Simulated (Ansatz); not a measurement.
# Formation energy and levels of the substitutional impurity Co_Ga in GaN (F-43m), part 2 of 2

Wanted: the transition levels of a substitutional impurity in GaN (F-43m), from a cell of 54 host atoms with 1 Ga taken out and 1 Co put in.

Ansatz; place-levels on r2SCAN runs: charge-transition levels and formation energies with image-charge correction and potential alignment at the atomic sites; PAW set soft_1.

So far: Starting point; The runs of each charge state.

## Step 3: place-levels, r2SCAN

A charged cell interacts with its images and the background, and its potential has another zero than the host's. place-levels removes the first by a point-charge model, screened by the static dielectric constant since the ions have relaxed around the charge, and the second by comparing potentials at atoms far from the defect.

The host is a run of the defect-free crystal in the same cutoffs, grids and k-points, so that basis and sampling errors cancel in part in the differences. The host is run in a cell of 2 atoms on a matching mesh. Its band edges are searched through the zone by a band path, so the gap is smaller than, or equal to, that on the mesh. Chemical potentials are energies per atom of Ga (alpha-Ga (Cmce)) and Co (hcp), run with the same functional and cutoff.

Input file levels.point.yaml:

```yaml
host:
  run: host.point.run
states: [qm2.point.run, qm2_M2.point.run, qm1_M1.point.run, qm1_M3.point.run, q0.point.run, q0_M4.point.run, q0_M2.point.run, qp1_M1.point.run, qp1_M5.point.run, qp1_M3.point.run]
geometry_from:
  qm2.point.run: qm2.relax.run
  qm2_M2.point.run: qm2_M2.relax.run
  qm1_M1.point.run: qm1_M1.relax.run
  qm1_M3.point.run: qm1_M3.relax.run
  q0.point.run: q0.relax.run
  q0_M4.point.run: q0_M4.relax.run
  q0_M2.point.run: q0_M2.relax.run
  qp1_M1.point.run: qp1_M1.relax.run
  qp1_M5.point.run: qp1_M5.relax.run
  qp1_M3.point.run: qp1_M3.relax.run
  host.point.run: host.relax.run
chemical_potentials:
  Ga:
    energy: -3790.270342
    dataset: <sha256 of the dataset>
  Co:
    energy: -5131.524454
    dataset: <sha256 of the dataset>
epsilon: 6.0
static_epsilon: 10.56
vertical:
  - { from: qm2.point.run, to: qm2.point_neutral.run }
  - { from: qm2_M2.point.run, to: qm2_M2.point_neutral.run }
  - { from: qm1_M1.point.run, to: qm1_M1.point_neutral.run }
  - { from: qm1_M3.point.run, to: qm1_M3.point_neutral.run }
  - { from: qp1_M1.point.run, to: qp1_M1.point_neutral.run }
  - { from: qp1_M5.point.run, to: qp1_M5.point_neutral.run }
  - { from: qp1_M3.point.run, to: qp1_M3.point_neutral.run }
```

Command:

```bash
ansatz place-levels levels.point.yaml -- --threads 4 --pin off --max-ram 15073MiB
```

The log of the run:

```text
[... repeated set-up lines and file paths are left out, and long positions are rounded to six places ...]
(+1/0) 0.141 eV above the valence edge, 2.027 eV under the conduction edge
(0/-1) 1.296 eV above the valence edge, 0.872 eV under the conduction edge
(-1/-2) 2.168 eV above the valence edge (+3.904 eV without the band-filling correction), 0.000 eV under the conduction edge
formation energy of charge +1: +2.541 eV with the Fermi level at the valence edge
formation energy of charge 0: +2.682 eV with the Fermi level at the valence edge
formation energy of charge -1: +3.978 eV with the Fermi level at the valence edge
formation energy of charge -2: +6.146 eV with the Fermi level at the valence edge
vertical -2 to 0: no energy, since no alignment is typed
  the change from vertical[0].from (qm2.point.run) to vertical[0].to (qm2.point_neutral.run): by its potential at epsilon 6 it stands at 0.392 0.707 0.704, with an rms radius of about 2.3 Å (1.4 1.3 1.3 Å across the planes of the cell's vectors); [...]
vertical -2 to 0: no energy, since no alignment is typed
  the change from vertical[1].from (qm2_M2.point.run) to vertical[1].to (qm2_M2.point_neutral.run): by its potential at epsilon 6 it stands at 0.392 0.708 0.710, with an rms radius of about 2.2 Å (1.3 1.3 1.3 Å across the planes of the cell's vectors); [...]
vertical -1 to 0: no energy, since no alignment is typed
  the change from vertical[2].from (qm1_M1.point.run) to vertical[2].to (qm1_M1.point_neutral.run): by its potential at epsilon 6 it stands at 0.394 0.715 0.715, with an rms radius of about 1.8 Å (0.9 1.1 1.1 Å across the planes of the cell's vectors); [...]
vertical -1 to 0: no energy, since no alignment is typed
  the change from vertical[3].from (qm1_M3.point.run) to vertical[3].to (qm1_M3.point_neutral.run): by its potential at epsilon 6 it stands at 0.390 0.723 0.724, with an rms radius of about 1.9 Å (1.1 1.1 1.1 Å across the planes of the cell's vectors); [...]
vertical +1 to 0: no energy, since no alignment is typed
  the change from vertical[4].from (qp1_M1.point.run) to vertical[4].to (qp1_M1.point_neutral.run): by its potential at epsilon 6 it stands at 0.382 0.716 0.715, with an rms radius of about 2.0 Å (1.1 1.2 1.2 Å across the planes of the cell's vectors); [...]
vertical +1 to 0: no energy, since no alignment is typed
  the change from vertical[5].from (qp1_M5.point.run) to vertical[5].to (qp1_M5.point_neutral.run): by its potential at epsilon 6 it stands at 0.354 0.686 0.685, with an rms radius of about 1.4 Å (0.8 0.8 0.8 Å across the planes of the cell's vectors); [...]
vertical +1 to 0: no energy, since no alignment is typed
  the change from vertical[6].from (qp1_M3.point.run) to vertical[6].to (qp1_M3.point_neutral.run): by its potential at epsilon 6 it stands at 0.365 0.697 0.694, with an rms radius of about 2.2 Å (1.3 1.3 1.4 Å across the planes of the cell's vectors); [...]
  edges by r2scan, gap 2.168 eV; the host is sampled to repeats of 19.08 Å
  the defect's cells are sampled to repeats of 19.08 Å, like sampling
  charge +1: -114110.3213 eV with its correction of +0.213 eV, at epsilon 10.56, aligned at sites: -0.0182 eV, mean over 19 atomic sites at or beyond 4.77 Å from the defect at [0.3333, 0.6667, 0.6667], with +0.000000 for the charge's moments and without [...]
  charge 0: +0.000 eV for its dipole among its images, +0.000 omitted
  charge -1: -114089.9850 eV with its correction of +0.196 eV, at epsilon 10.56, aligned at sites: +0.0357 eV, mean over 19 atomic sites at or beyond 4.77 Å from the defect at [0.3333, 0.6667, 0.6667], with +0.000000 for the charge's moments and without [...]
  charge -2: -114076.6310 eV with its correction of +0.760 eV, at epsilon 10.56, aligned at sites: +0.0833 eV, mean over 19 atomic sites at or beyond 4.77 Å from the defect at [0.3333, 0.6667, 0.6667], with +0.000000 for the charge's moments and without [...]
  charge +1: states[7] (qp1_M1.point.run) stands 0.080 eV higher, with a moment of 1.00 μB against 5.00
  charge +1: states[9] (qp1_M3.point.run) stands 0.153 eV higher, with a moment of 3.00 μB against 5.00
  charge 0: states[6] (q0_M2.point.run) stands 0.333 eV higher, with a moment of 2.00 μB against 4.00
  charge 0: states[4] (q0.point.run) stands 1.374 eV higher, with a moment of 0.00 μB against 4.00
  charge -1: states[2] (qm1_M1.point.run) stands 0.867 eV higher, with a moment of 1.00 μB against 3.00
  charge -2: states[0] (qm2.point.run) stands 1.612 eV higher, with a moment of 0.00 μB against 2.00
  of states[8] (qp1_M5.point.run): its alignment with the host at atomic sites is doubtful: the mean over the far sites moves by -0.1116 eV from their farther parts to their nearer, more than 0.05 eV. [...]
  of states[5] (q0_M4.point.run): stability_check_not_made
  of states[3] (qm1_M3.point.run): its alignment with the host at atomic sites is doubtful: the mean over the far sites moves by +0.1174 eV from their farther parts to their nearer, more than 0.05 eV. [...]
  of states[1] (qm2_M2.point.run): it parts from the run that its charge is read beside by 2 carriers, of which the mean alone is read, by its potential at epsilon 6, taken for that of held ions (one typed too small widens it): that is narrow, but one of them [...]
  of states[7] (qp1_M1.point.run): its alignment with the host at atomic sites is doubtful: the mean over the far sites moves by -0.1784 eV from their farther parts to their nearer, more than 0.05 eV. [...]
  of states[9] (qp1_M3.point.run): it parts from the run at its places by a charge that spreads by about 1.4 Å along one vector (1.3 Å or more is wide), by its potential at epsilon 6, taken for that of held ions (one typed too small widens it), where the cell [...]
  of states[6] (q0_M2.point.run): band_overlap_at_count; stability_check_not_made; of the run under geometry_from: band_overlap_at_count
  of states[4] (q0.point.run): its alignment with the host at atomic sites is doubtful: the mean over the far sites moves by -0.0537 eV from their farther parts to their nearer, more than 0.05 eV. [...]
  of states[2] (qm1_M1.point.run): its alignment with the host at atomic sites is doubtful: the mean over the far sites moves by +0.1140 eV from their farther parts to their nearer, more than 0.05 eV. [...]
  of states[0] (qm2.point.run): it parts from the run at its places by a charge that spreads by about 1.4 Å along one vector (1.3 Å or more is wide), by its potential at epsilon 6, taken for that of held ions (one typed too small widens it), where the cell [...]
  of vertical[0].from (qm2.point.run): it parts from the run at its places by a charge that spreads by about 1.4 Å along one vector (1.3 Å or more is wide), by its potential at epsilon 6, taken for that of held ions (one typed too small widens it), where the [...]
  of vertical[1].from (qm2_M2.point.run): stability_check_not_made; [...]
  of vertical[2].from (qm1_M1.point.run): stability_check_not_made
  of vertical[3].from (qm1_M3.point.run): stability_check_not_made
  of vertical[4].from (qp1_M1.point.run): stability_check_not_made
  of vertical[5].from (qp1_M5.point.run): stability_check_not_made
  of vertical[6].from (qp1_M3.point.run): band_overlap_at_count; stability_check_not_made; of the run under geometry_from: band_overlap_at_count; [...]
```

It took 1.1 s on 4 threads of Arm Neoverse V1, shared host.

Levels between the charges placed, in eV above the valence top:

```csv
,gap (eV),(+1/0),(0/−1),(−1/−2)
r2SCAN,2.17,0.14,1.30,2.17
```

Corrections by state:

```csv
charge,moment (μB),image terms and alignment (eV),band filling (eV),ε used,"over the lowest of its charge, as the program ranks them, band filling apart (eV)"
+1,5.0,0.213,-,10.56,0.000
0,4.0,0.000,-,-,0.000
−1,3.0,0.196,-,10.56,0.000
−2,2.0,0.760,-1.736,10.56,0.000
+1,1.0,0.177,-,10.56,0.080
+1,3.0,0.176,-,10.56,0.153
0,2.0,0.000,-,-,0.333
0,0.0,0.000,-,-,1.374
−1,1.0,0.199,-,10.56,0.867
−2,0.0,0.753,-,10.56,1.612
```

The charged structures listed were also run neutral, and place-levels reads from each pair, by the potential or the spins, how wide the charge is by which they differ; that can be the carrier of either run.

```csv
charge,rms radius (Å),spread where it is widest against the cell (Å),wide from (Å),reading
+1,1.4,0.83,1.35,narrow
−1,1.9,1.12,1.35,narrow
−2,2.2,1.27,1.35,narrow
```

The neutral runs of these pairs need not share the spin of the lowest neutral state, and very wide values only mean spread over the cell.

From the program's caveats on the states, each cut to its opening words:

- charge +1 (5 μB): its alignment with the host at atomic sites is doubtful: the mean over the far sites moves by -0.1116 eV from their farther parts to their nearer, more than [...]
- charge +1 (5 μB), 0 (4 μB), −1 (3 μB), −2 (2 μB), +1 (1 μB), +1 (3 μB), 0 (2 μB), −1 (1 μB): flagged: stability check not made
- charge −1 (3 μB): its alignment with the host at atomic sites is doubtful: the mean over the far sites moves by +0.1174 eV from their farther parts to their nearer, more than [...]
- charge −2 (2 μB): it parts from the run that its charge is read beside by 2 carriers, of which the mean alone is read, by its potential at epsilon 6, taken for that of held ions [...]
- charge −2 (2 μB): a band-filling correction moves a carrier to the host's band edge, which changes its energy by -1.736 eV
- charge −2 (2 μB): its alignment with the host at atomic sites is doubtful: the mean over the far sites moves by +0.1978 eV from their farther parts to their nearer, more than [...]
- charge +1 (1 μB): its alignment with the host at atomic sites is doubtful: the mean over the far sites moves by -0.1784 eV from their farther parts to their nearer, more than [...]
- charge +1 (3 μB), −2: it parts from the run at its places by a charge that spreads by about 1.4 Å along one vector (1.3 Å or more is wide), by its potential at epsilon 6, taken for [...]
- charge +1 (3 μB): its alignment with the host at atomic sites is doubtful: the mean over the far sites moves by -0.1355 eV from their farther parts to their nearer, more than [...]
- charge +1 (3 μB), 0 (2 μB): filled levels lie above empty ones at the fixed electron count
- charge 0: its alignment with the host at atomic sites is doubtful: the mean over the far sites moves by -0.0537 eV from their farther parts to their nearer, more than [...]
- charge −1 (1 μB): its alignment with the host at atomic sites is doubtful: the mean over the far sites moves by +0.1140 eV from their farther parts to their nearer, more than [...]
- charge −2: its alignment with the host at atomic sites is doubtful: the mean over the far sites moves by +0.1604 eV from their farther parts to their nearer, more than [...]

Chemical potentials of the elements' reference phases, run alike. Formation energy by charge state (elemental references; gap 2.17 eV):

```csv
charge,at valence top (eV),at conduction bottom (eV),correction included (eV)
+1,2.54,4.71,0.21
0,2.68,2.68,0.00
−1,3.98,1.81,0.20
−2,6.15,1.81,-0.98
```

(Fermi level (eV), lowest formation energy (eV)): (0.00, 2.54), (0.20, 2.68), (0.39, 2.68), (0.59, 2.68), (0.79, 2.68), (0.98, 2.68), (1.18, 2.68), (1.38, 2.60), (1.58, 2.40), (1.77, 2.20), (1.97, 2.01), (2.17, 1.81)

## Step 4: Outcome

- gap of the host: 2.17 eV (r2SCAN)
- level (plus 1/0): 0.14 eV above the valence top
- level (0/minus 1): 1.30 eV above the valence top
- level (minus 1/minus 2): 2.17 eV above the valence top, at the conduction bottom (3.90 eV above the valence top without the band-filling term)
- lowest of the charges placed, just above the valence top (0.02 eV): +1
- lowest of the charges placed, just below the conduction bottom (0.02 eV): −1
- lowest formation energy at mid-gap of the charges run, elemental references: 2.68 eV

What this shows: Of the charges placed (−2, −1, 0 and +1), the lowest changes at 0.14 eV (+1/0) and 1.30 eV (0/−1) above the valence top, in a gap of 2.17 eV. (+1/0) lies nearer to a band edge than the share of the finite-size correction in it (0.21 eV), and that correction holds for a localised charge alone. (+1/0) lies 0.14 eV from a band edge, less than the doubt on such levels. Charges above +1 were not placed, so these runs say nothing of levels that involve them. States placed: +1 at 5 μB, 1 μB and 3 μB; 0 at 4 μB, 2 μB and 0 μB; −1 at 3 μB and 1 μB; −2 at 2 μB and 0 μB. Other spin states or structures, where not listed, weren't placed. The program finds carriers beyond a band edge of the host and adds a band-filling term at charge −2 (-1.74 eV); steps to such a charge show no bound level, and a defect level inside a band would be read the same way. Co is taken at its element; compounds, which aren't counted here, bound the chemical potentials and would shift these formation energies. The program doubts the alignment of potentials for at least one state, a sign that the cell is small. Limits: r2SCAN makes the gap too small and tends to spread out bound carriers; where a gas molecule sets a chemical potential or the host's formation energy, its binding is uncorrected.

[Logs are printed without paths, hosts, clocks, repeated set-up lines and the standing remarks that a program may print on its own settings, such as how far it seeks lower states.]

[Hosts, paths, dates, database ids (printed as entryN), source tags and the programs' standing remarks are cut or masked in the printed files.]

[Where a table of states has a column of steps, it counts the stored structures, which are thinned; the runs took as many ionic steps or more.]

[A defect's name tells the site on which it was built; relaxed atoms can leave that site.]

[For some hosts the program warned that the k-mesh of the response run may be too coarse for force constants and the static dielectric constant; such warnings are not shown here.]
